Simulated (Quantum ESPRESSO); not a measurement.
Entries from a set of simulations; values are calculated unless marked as measured.

```
E(M) of MnRh
1.0
     3.04400    0.00000    0.00000
     0.00000    3.04400    0.00000
     0.00000    0.00000    3.04400
Mn Rh
1 1
Direct
  0.00000 0.00000 0.00000
  0.50000 0.50000 0.50000
# method: PBEsol; plane waves with GBRV 1.5 PBEsol potentials, no spin-orbit coupling (and 1 further level or step)
# program: Quantum ESPRESSO 7.5
# settings of one run: GBRV 1.5 PBEsol, potential files Mn: mn_pbesol_v1.5.uspp.F.UPF, Rh: rh_pbesol_v1.4.uspp.F.UPF, cutoff 544.23 eV, 10×10×10 k-mesh, 24 bands, fermi-dirac occupations, smearing width 0.136 eV, collinear spin, SCF threshold 4.00e-9, starting moments 3.5 0 μB
# cost: 12 runs, 3.9 min in all on 2 MPI ranks of Arm Neoverse V2, shared host (the runs of this entry)
# notes: The run is spin-polarised, with a total moment of 4.11 μB a cell (absolute 4.16). The cell holds one seeded atom, so opposed orders, which may lie lower, cannot form in it.
# moment of the free run: 4.10 μB a cell
# energy at zero total moment: 1132 meV a cell over the lowest
# ΔE/ΔM² from the lowest point to 4.43 and to 3.88 μB: 570 and 511 meV/μB²
```

[Logs and program files are shortened in this print: banners, set-up blocks, solver, clock and traceback lines can be left out without a mark of their own.]

[Logs are printed without paths, hosts, clocks, repeated set-up lines and the standing remarks that a program may print on its own settings, such as how far it seeks lower states.]

[Hosts, paths, dates, database ids (printed as entryN), source tags and the programs' standing remarks are cut or masked in the printed files.]

[Where a cell is said to come from a database of computed structures, the database is the Materials Project.]
